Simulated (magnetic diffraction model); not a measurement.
# TmV below its ordering temperature

Space group Fm-3m (no. 225), a = 5.5160 Å.

```csv
site,atom,x,y,z
4b,Tm,1/2,0,0
4a,V,0,0,0
```

This is a made-up structure (elements placed in a structure type, unrelaxed), so the numbers test the method and describe no known phase.

Only Tm is taken to order (form factors of Tm3+); orders and moment sizes are assumed, and not adapted to the symmetry. Radiation: neutrons of λ = 2.52 Å, 3° to 100°; isotropic B of 0.38 Å² (Tm) and 0.57 Å² (V). Simulated constant-wavelength pattern: nuclear and magnetic terms add, the magnetic one as |2.695 fm × Σ f S⊥ exp(2πi Q·r) exp(−B s²)|², summed over all Q at one angle with the factor 1/(sin²θ cos θ). For a modulated order the moment at position r is S exp(−2πi k·r) + c.c., with S = m/2 for a sine wave of amplitude m and S = m(u + iv)/2 for moments turning in a plane, u and v being orthogonal unit vectors in it; the phase factor of the sum at Q = H + k is then exp(2πi H·r). Free-ion form factors, Sears's scattering lengths of 1992, no absorption; a label names one of the reflections at its angle. The strongest nuclear line in the range is 100, and lines under 0.2 are left out.

Above the ordering temperature:

```
2θ (°)    index      I
 46.61  (1 1 1)   91.4
 54.37  (2 0 0)   42.5
 80.50  (2 2 0)   48.4
 98.51  (3 1 1)  100.0
```

Below it (cell unchanged):

```tsv
2θ (°)	I
4.36	6977.6
44.04	164.9
46.61	91.4
49.52	196.2
54.37	42.5
54.57	84.9
59.33	35.6
76.60	62.6
80.50	48.4
80.66	39.2
84.68	55.1
92.66	55.5
96.66	61.6
98.51	100.0
```

**Question.** Check that the new lines index with k = (0 1/6 0), then choose among these models:
A. a sine wave with moments along [010] (amplitudes given), 6.8 μB on Tm
B. moments turning in the plane of [100] and [001], 6.8 μB on Tm
C. moments turning in the plane of [100] and [010], 6.8 μB on Tm
D. moments turning in the plane of [010] and [001], 6.8 μB on Tm

The new lines index as (0 1/6 0) at 4.36°, (1 5/6 1) at 44.04°, (1 7/6 1) at 49.52° and (2 1/6 0) at 54.57°, that is as H ± k with k = (0 1/6 0), one of 3 inequivalent arms of its star (k and −k counted as one), which a powder can't tell apart. Satellites come in pairs about each point of the reciprocal lattice.

Magnetic intensity, observed (below minus above) and for each model:

| 2θ (°) | index | observed | A | B | C | D |
| --- | --- | --- | --- | --- | --- | --- |
| 4.36 | (0 1/6 0) | 6977.6 | <0.2 | 6977.6 | 3488.8 | 3488.8 |
| 44.04 | (1 5/6 1) | 164.9 | 97.3 | 164.9 | 179.8 | 179.8 |
| 49.52 | (1 7/6 1) | 196.2 | 61.3 | 196.2 | 159.4 | 159.4 |
| 54.57 | (2 1/6 0) | 84.9 | 83.8 | 84.9 | 126.2 | 126.2 |
| 59.33 | (0 13/6 0) | 35.6 | <0.2 | 35.6 | 17.8 | 17.8 |
| 76.60 | (2 11/6 0) | 62.6 | 23.3 | 62.6 | 54.6 | 54.6 |
| 84.68 | (2 13/6 0) | 55.1 | 16.5 | 55.1 | 44.0 | 44.0 |
| 92.66 | (1 17/6 1) | 55.5 | 6.2 | 55.5 | 33.9 | 33.9 |

Model B matches.

The structure used: k = (0 1/6 0), moments turning in the plane of [100] and [001], 6.8 μB on Tm.

[Logs are printed without paths, hosts, clocks, repeated set-up lines and the standing remarks that a program may print on its own settings, such as how far it seeks lower states.]
